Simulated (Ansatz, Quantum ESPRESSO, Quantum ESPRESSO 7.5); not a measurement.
# Ballistic transmission: vacuum gap of 6.0 Å between two K(110) faces

Wanted: the transmission near the Fermi level and the conductance of this junction: vacuum gap of 6.0 Å between two K(110) faces.

Program: Quantum ESPRESSO 7.5. Level of theory: plane-wave DFT, PBE, GBRV ultrasoft pseudopotentials (cross-check by Ansatz 0.2.0 with PAW datasets). Results are calculated unless marked as measured.

**1. The structure**

The cell holds 12 atoms: 12 K. Its edges and angles: a = 5.280 Å, b = 4.573 Å, c = 47.069 Å, α = 90.0°, β = 90.0°, γ = 54.7°. It derives from K. Regions: left lead, 6 atoms (6 K); right lead, 6 atoms (6 K). The structure is stacked along c, and the current runs across the ab planes.

**2. Self-consistent run**

One periodic cell holds a stretch of lead, the junction and more lead; the atoms stay as built.

File scf.in:

```
&control
  prefix = 'scf'
  outdir = './out'
  pseudo_dir = './pseudo'
  calculation = 'scf'
  tprnfor = .true.
/
&system
  ibrav = 0
  nat = 12
  ntyp = 1
  ecutwfc = 40
  ecutrho = 200
  occupations = 'smearing'
  smearing = 'mv'
  degauss = 0.01
/
&electrons
  conv_thr = 1e-07
  mixing_beta = 0.25
  electron_maxstep = 120
  mixing_mode = 'local-TF'
/
ATOMIC_SPECIES
  K   39.0983  k_pbe_v1.4.uspp.F.UPF
CELL_PARAMETERS angstrom
  5.28000000000000 0.00000000000000 0.00000000000000
  2.64000000000000 3.73352380466497 0.00000000000000
  0.00000000000000 0.00000000000000 47.06876185131468
ATOMIC_POSITIONS crystal
  K   0.000000000000 0.000000000000 0.000000000000
  K   0.500000000000 0.000000000000 0.079320629178
  K   0.000000000000 0.000000000000 0.158641258356
  K   0.500000000000 0.000000000000 0.237961887533
  K   0.000000000000 0.000000000000 0.317282516711
  K   0.500000000000 0.000000000000 0.396603145889
  K   0.000000000000 0.000000000000 0.524076224933
  K   0.500000000000 0.000000000000 0.603396854111
  K   0.000000000000 0.000000000000 0.682717483289
  K   0.500000000000 0.000000000000 0.762038112467
  K   0.000000000000 0.000000000000 0.841358741644
  K   0.500000000000 0.000000000000 0.920679370822
K_POINTS automatic
  6 7 1 0 0 0
```

Started as:

```bash
$ OMP_NUM_THREADS=1 mpirun -n 4 pw.x -nk 2 -in scf.in > scf.out
```

What it wrote:

```text
Program PWSCF v.7.5 starts
[citation notice left out]

     Parallel version (MPI & OpenMP), running on       4 processor cores
     Number of MPI processes:                 4
     Threads/MPI process:                     1

     MPI processes distributed on     1 nodes
[...]
Current dimensions of program PWSCF are:
     Max number of different atomic species (ntypx) = 10
     Max number of k-points (npk) =  40000
     Max angular momentum in pseudopotentials (lmaxx) =  4
     Message from routine setup:
     using ibrav=0 with symmetry is DISCOURAGED, use correct ibrav instead

     K-points division:     npool     =       2
     R & G space division:  proc/nbgrp/npool/nimage =       2
     Subspace diagonalization in iterative solution of the eigenvalue problem:
     a serial algorithm will be used

     Parallelization info
     --------------------
     sticks:   dense  smooth     PW     G-vecs:    dense   smooth      PW
     Min         562     452    138               149678   107036   18214
     Max         563     453    139               149703   107055   18233
     Sum        1125     905    277               299381   214091   36447

     Using Slab Decomposition

     bravais-lattice index     =            0
     lattice parameter (alat)  =       9.9778  a.u.
     unit-cell volume          =    6261.5553 (a.u.)^3
     number of atoms/cell      =           12
     number of atomic types    =            1
     number of electrons       =       108.00
     number of Kohn-Sham states=           65
     kinetic-energy cutoff     =      40.0000  Ry
     charge density cutoff     =     200.0000  Ry
     scf convergence threshold =      1.0E-07
     mixing beta               =       0.2500
     number of iterations used =            8  local-TF  mixing
     Exchange-correlation=  SLA  PW   PBX  PBC
                           (   1   4   3   4   0   0   0)

     celldm(1)=   9.977754  celldm(2)=   0.000000  celldm(3)=   0.000000
     celldm(4)=   0.000000  celldm(5)=   0.000000  celldm(6)=   0.000000

     crystal axes: (cart. coord. in units of alat)
               a(1) = (   1.000000   0.000000   0.000000 )
               a(2) = (   0.500000   0.707107   0.000000 )
               a(3) = (   0.000000   0.000000   8.914538 )

     reciprocal axes: (cart. coord. in units 2 pi/alat)
               b(1) = (  1.000000 -0.707107  0.000000 )
               b(2) = (  0.000000  1.414214  0.000000 )
               b(3) = (  0.000000  0.000000  0.112176 )

     PseudoPot. # 1 for K  read from file:
     ./pseudo/k_pbe_v1.4.uspp.F.UPF
     Pseudo is Ultrasoft + core correction, Zval =  9.0
     Generated by new atomic code, or converted to UPF format
     Using radial grid of  841 points,  6 beta functions with:
                l(1) =   0
                l(2) =   0
                l(3) =   1
                l(4) =   1
                l(5) =   2
                l(6) =   2
     Q(r) pseudized with  6 coefficients,  rinner =    1.500   1.500   1.500
                                                       1.500   1.500

     atomic species   valence    mass     pseudopotential
     K                 9.00    39.09830     K ( 1.00)

      4 Sym. Ops. (no inversion) found

   Cartesian axes

     site n.     atom                  positions (alat units)
         1        K      tau(   1) = (   0.0000000   0.0000000   0.0000000  )
         2        K      tau(   2) = (   0.5000000   0.0000000   0.7071068  )
         3        K      tau(   3) = (   0.0000000   0.0000000   1.4142136  )
         4        K      tau(   4) = (   0.5000000   0.0000000   2.1213203  )
         5        K      tau(   5) = (   0.0000000   0.0000000   2.8284271  )
         6        K      tau(   6) = (   0.5000000   0.0000000   3.5355339  )
         7        K      tau(   7) = (   0.0000000   0.0000000   4.6718975  )
         8        K      tau(   8) = (   0.5000000   0.0000000   5.3790043  )
         9        K      tau(   9) = (   0.0000000   0.0000000   6.0861111  )
        10        K      tau(  10) = (   0.5000000   0.0000000   6.7932179  )
        11        K      tau(  11) = (   0.0000000   0.0000000   7.5003247  )
        12        K      tau(  12) = (   0.5000000   0.0000000   8.2074314  )

     number of k points=    22  Marzari-Vanderbilt smearing, width (Ry)=  0.0100
                       cart. coord. in units 2pi/alat
        k(    1) = (   0.0000000   0.0000000   0.0000000), wk =   0.0476190
        k(    2) = (   0.0000000   0.2020305   0.0000000), wk =   0.0952381
        k(    3) = (   0.0000000   0.4040610   0.0000000), wk =   0.0952381
        k(    4) = (   0.0000000   0.6060915   0.0000000), wk =   0.0952381
        k(    5) = (   0.1666667  -0.1178511   0.0000000), wk =   0.0952381
        k(    6) = (   0.1666667   0.0841794   0.0000000), wk =   0.0952381
        k(    7) = (   0.1666667   0.2862099   0.0000000), wk =   0.0952381
        k(    8) = (   0.1666667   0.4882404   0.0000000), wk =   0.0952381
        k(    9) = (   0.1666667  -0.7239427   0.0000000), wk =   0.0952381
        k(   10) = (   0.1666667  -0.5219121   0.0000000), wk =   0.0952381
[...]
k(   22) = (  -0.5000000   0.9596449   0.0000000), wk =   0.0952381

     Dense  grid:   299381 G-vectors     FFT dimensions: (  45,  40, 405)

     Smooth grid:   214091 G-vectors     FFT dimensions: (  45,  36, 360)

     Estimated max dynamical RAM per process >     543.88 MB

     Estimated total dynamical RAM >       2.05 GB

     Initial potential from superposition of free atoms

     starting charge     101.9590, renormalised to     108.0000
     Starting wfcs are   96 randomized atomic wfcs

     total cpu time spent up to now is       13.4 secs

     per-process dynamical memory:   280.2 Mb

     Self-consistent Calculation

     iteration #  1     ecut=    40.00 Ry     beta= 0.25
     Davidson diagonalization with overlap
     ethr =  1.00E-02,  avg # of iterations =  4.5

     total cpu time spent up to now is       40.7 secs

     total energy              =    -684.65400425 Ry
     estimated scf accuracy    <       2.31177933 Ry

     iteration #  2     ecut=    40.00 Ry     beta= 0.25
[...]
total energy              =    -683.21504134 Ry
     estimated scf accuracy    <       1.87558888 Ry

     iteration #  3     ecut=    40.00 Ry     beta= 0.25
[...]
total energy              =    -685.15799502 Ry
     estimated scf accuracy    <       0.67961602 Ry

[...]
iteration # 11     ecut=    40.00 Ry     beta= 0.25
[...]
total energy              =    -683.84426372 Ry
     estimated scf accuracy    <       0.00014530 Ry

     iteration # 12     ecut=    40.00 Ry     beta= 0.25
[...]
total energy              =    -683.84450906 Ry
     estimated scf accuracy    <       0.00005070 Ry

     iteration # 13     ecut=    40.00 Ry     beta= 0.25
[...]
total energy              =    -683.84440179 Ry
     estimated scf accuracy    <       0.00024507 Ry

     iteration # 14     ecut=    40.00 Ry     beta= 0.25
[...]
total energy              =    -683.84440179 Ry
     estimated scf accuracy    <       0.00003074 Ry

     iteration # 15     ecut=    40.00 Ry     beta= 0.25
[...]
total energy              =    -683.84441486 Ry
     estimated scf accuracy    <       0.00000077 Ry

     iteration # 16     ecut=    40.00 Ry     beta= 0.25
[...]
c_bands:  1 eigenvalues not converged
[...]
total energy              =    -683.84441289 Ry
     estimated scf accuracy    <       0.00000779 Ry

     iteration # 17     ecut=    40.00 Ry     beta= 0.25
[...]
total energy              =    -683.84441169 Ry
     estimated scf accuracy    <       0.00000217 Ry

     iteration # 18     ecut=    40.00 Ry     beta= 0.25
[...]
total energy              =    -683.84441226 Ry
     estimated scf accuracy    <       0.00000157 Ry

     iteration # 19     ecut=    40.00 Ry     beta= 0.25
[...]
End of self-consistent calculation

          k = 0.0000 0.0000 0.0000 ( 26727 PWs)   bands (ev):

   -30.7144 -30.7143 -30.5560 -30.5560 -30.5420 -30.5419 -30.5357 -30.5337
   -30.5322 -30.5321 -30.5115 -30.5115 -14.1930 -14.1926 -14.1611 -14.1609
   -14.1562 -14.1560 -14.0496 -14.0476 -14.0408 -14.0316 -14.0163 -14.0145
   -14.0145 -14.0035 -14.0015 -14.0015 -14.0013 -14.0012 -13.9925 -13.9925
   -13.9864 -13.9863 -13.9858 -13.9851 -13.9841 -13.9815 -13.9799 -13.9795
   -13.9789 -13.9788 -13.9767 -13.9766 -13.9672 -13.9672 -13.9563 -13.9563
    -0.5402  -0.4791  -0.3999  -0.2427  -0.1284   0.1310   0.2722   0.6452
     0.7896   1.2680   1.3888   1.9160   2.1386   2.7495   2.8058   3.5015
     3.5645

          k = 0.0000 0.2020 0.0000 ( 26736 PWs)   bands (ev):

   -30.7137 -30.7137 -30.5554 -30.5553 -30.5413 -30.5412 -30.5350 -30.5330
   -30.5315 -30.5314 -30.5109 -30.5108 -14.1911 -14.1908 -14.1673 -14.1672
   -14.1655 -14.1654 -14.0462 -14.0446 -14.0381 -14.0295 -14.0191 -14.0191
   -14.0158 -14.0130 -14.0121 -14.0083 -14.0060 -14.0022 -13.9976 -13.9970
   -13.9956 -13.9926 -13.9903 -13.9893 -13.9889 -13.9885 -13.9878 -13.9872
   -13.9857 -13.9842 -13.9790 -13.9788 -13.9717 -13.9717 -13.9674 -13.9673
    -0.2886  -0.2286  -0.1507   0.0036   0.1159   0.3709   0.5091   0.8766
     1.0160   1.4915   1.6014   2.1601   2.2812   2.9224   2.9493   3.6402
     3.6831

          k = 0.0000 0.4041 0.0000 ( 26628 PWs)   bands (ev):

   -30.7122 -30.7121 -30.5538 -30.5537 -30.5397 -30.5396 -30.5334 -30.5316
   -30.5300 -30.5299 -30.5093 -30.5093 -14.1913 -14.1912 -14.1870 -14.1868
   -14.1754 -14.1754 -14.0392 -14.0385 -14.0372 -14.0369 -14.0322 -14.0294
   -14.0294 -14.0256 -14.0241 -14.0238 -14.0188 -14.0187 -14.0164 -14.0105
   -14.0100 -14.0099 -14.0073 -14.0072 -14.0002 -13.9981 -13.9968 -13.9952
   -13.9914 -13.9913 -13.9897 -13.9838 -13.9817 -13.9815 -13.9769 -13.9767
     0.4333   0.4901   0.5643   0.7099   0.8166   1.0557   1.1857   1.5285
     1.6550   2.0973   2.1803   2.6742   2.7829   3.3123   3.3360   3.8346
     3.8372

          k = 0.0000 0.6061 0.0000 ( 26700 PWs)   bands (ev):

   -30.7110 -30.7109 -30.5526 -30.5525 -30.5384 -30.5383 -30.5321 -30.5304
   -30.5288 -30.5287 -30.5081 -30.5080 -14.2105 -14.2105 -14.1838 -14.1838
   -14.1837 -14.1835 -14.0575 -14.0574 -14.0456 -14.0442 -14.0380 -14.0379
   -14.0362 -14.0330 -14.0324 -14.0305 -14.0295 -14.0276 -14.0270 -14.0255
   -14.0250 -14.0189 -14.0156 -14.0107 -14.0106 -14.0084 -14.0069 -14.0062
   -14.0032 -13.9954 -13.9900 -13.9899 -13.9891 -13.9837 -13.9752 -13.9750
     1.5252   1.5776   1.6472   1.7776   1.8760   2.0783   2.1947   2.4620
     2.5707   2.8602   2.8690   2.8979   2.9226   2.9629   3.0417   3.1163
     3.2417

          k = 0.1667-0.1179 0.0000 ( 26776 PWs)   bands (ev):

   -30.7139 -30.7138 -30.5555 -30.5555 -30.5414 -30.5413 -30.5351 -30.5333
   -30.5317 -30.5316 -30.5110 -30.5110 -14.1914 -14.1912 -14.1712 -14.1711
   -14.1589 -14.1588 -14.0446 -14.0439 -14.0388 -14.0328 -14.0260 -14.0234
   -14.0186 -14.0123 -14.0066 -14.0064 -14.0051 -14.0042 -13.9968 -13.9952
   -13.9942 -13.9932 -13.9897 -13.9895 -13.9876 -13.9853 -13.9835 -13.9811
   -13.9810 -13.9808 -13.9794 -13.9793 -13.9748 -13.9748 -13.9607 -13.9606
    -0.2835  -0.2236  -0.1460   0.0082   0.1203   0.3754   0.5137   0.8820
     1.0217   1.4985   1.6086   2.1671   2.2892   2.9228   2.9518   3.6157
     3.6563

          k = 0.1667 0.0842 0.0000 ( 26781 PWs)   bands (ev):

   -30.7140 -30.7139 -30.5556 -30.5556 -30.5415 -30.5414 -30.5352 -30.5334
   -30.5318 -30.5317 -30.5111 -30.5111 -14.1917 -14.1914 -14.1688 -14.1687
   -14.1590 -14.1589 -14.0451 -14.0444 -14.0391 -14.0328 -14.0248 -14.0219
   -14.0177 -14.0110 -14.0057 -14.0056 -14.0042 -14.0033 -13.9960 -13.9936
   -13.9922 -13.9921 -13.9893 -13.9891 -13.9863 -13.9847 -13.9831 -13.9811
   -13.9808 -13.9807 -13.9794 -13.9794 -13.9730 -13.9730 -13.9603 -13.9602
    -0.3250  -0.2649  -0.1870  -0.0324   0.0801   0.3360   0.4748   0.8440
     0.9845   1.4619   1.5737   2.1271   2.2655   2.8947   2.9281   3.5987
     3.6437

[...]
the Fermi energy is     1.5827 ev

!    total energy              =    -683.84441258 Ry
     estimated scf accuracy    <       0.00000003 Ry
     smearing contrib. (-TS)   =      -0.00083081 Ry
     internal energy E=F+TS    =    -683.84358177 Ry

     The total energy is F=E-TS. E is the sum of the following terms:
     one-electron contribution =    -532.46069330 Ry
     hartree contribution      =     269.74779792 Ry
     xc contribution           =    -107.55326957 Ry
     ewald contribution        =    -313.57741682 Ry

     convergence has been achieved in  19 iterations

     Forces acting on atoms (cartesian axes, Ry/au):

     atom    1 type  1   force =     0.00000000    0.00000000    0.00018976
     atom    2 type  1   force =     0.00000000    0.00000000   -0.00002981
     atom    3 type  1   force =     0.00000000    0.00000000   -0.00004786
     atom    4 type  1   force =     0.00000000    0.00000000    0.00003906
     atom    5 type  1   force =     0.00000000    0.00000000    0.00046466
     atom    6 type  1   force =     0.00000000    0.00000000    0.00208029
     atom    7 type  1   force =     0.00000000    0.00000000   -0.00210158
     atom    8 type  1   force =     0.00000000    0.00000000   -0.00045833
     atom    9 type  1   force =     0.00000000    0.00000000   -0.00003613
     atom   10 type  1   force =     0.00000000    0.00000000    0.00004157
     atom   11 type  1   force =     0.00000000    0.00000000    0.00002552
     atom   12 type  1   force =     0.00000000    0.00000000   -0.00016716

     Total force =     0.003040     Total SCF correction =     0.000081

[...]
=------------------------------------------------------------------------------=
   JOB DONE.
=------------------------------------------------------------------------------=
```

The job ended after 13 min (4 MPI ranks of Arm Neoverse V1, shared host; peak memory 2.1 GiB).

Read from the output:

| Quantity | Value |
| --- | --- |
| free energy | -9304.1772 eV |
| Fermi energy | 1.583 eV |

The program's own clock; routines nest. Time by routine:

```tsv
routine	wall time (s)	calls
PWSCF	749.7	1
electrons	731.7	1
c_bands	653.6	19
cegterg	619.1	209
h_psi	418	1203
fftw	321.2	109799
vloc_psi	303.2	1203
calbec	75.54	1456
sum_band	66.24	19
h_psi:calbec	56.69	1203
add_vuspsi	55.65	1203
s_psi	55.41	1203
init_run	13.37	1
wfcinit	12.64	1
```

The run needed 19 iterations to bring the estimated error under 1e-07 Ry; the largest force on any atom, held or free, is 0.05 eV/Å.

[end of part 1 of 4]

[Logs are printed without paths, hosts, clocks, repeated set-up lines and the standing remarks that a program may print on its own settings, such as how far it seeks lower states.]

[Hosts, paths, dates, database ids (printed as entryN), source tags and the programs' standing remarks are cut or masked in the printed files.]

[Maps of the electrostatic potential energy from Ansatz leave out the sawtooth potential of an applied field or a dipole correction, so their vacuum need not be flat; planar profiles and work functions include it.]
